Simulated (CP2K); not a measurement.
The C K edge of aminoacetylene was computed by TDDFT (CP2K XAS_TDP, aug-cc-pVTZ, TDA) at these levels: PBE0, PBEh(45%) and PBEh(45%) + GW2X. The first three lines of C1 (bonded to C and H) with a strength over 0.0015, energy in eV and strength:

| run | first | second | third |
| --- | --- | --- | --- |
| 1 | 275.92 (0.034) | 276.92 (0.022) | 277.21 (0.004) |
| 2 | 285.74 (0.049) | 286.95 (0.039) | 288.19 (0.009) |
| 3 | 281.34 (0.050) | 282.56 (0.040) | 283.80 (0.010) |

Which run is which?

Run 1: PBE0 (25 % exact exchange). Run 2: PBEh(45%) + GW2X (45 % exact exchange). Run 3: PBEh(45%) (45 % exact exchange). Self-interaction lifts the core level, so the uncorrected lines rise with the share of exact exchange. The GW2X run keeps the spacings of its parent: 1.21 eV between the first two lines in run 2, 1.22 eV in run 3. Its shift is +4.40 eV, since the Kohn–Sham level at this share of exchange lies that far above the quasiparticle level.

[Hosts, paths, dates, database ids (printed as entryN), source tags and the programs' standing remarks are cut or masked in the printed files.]
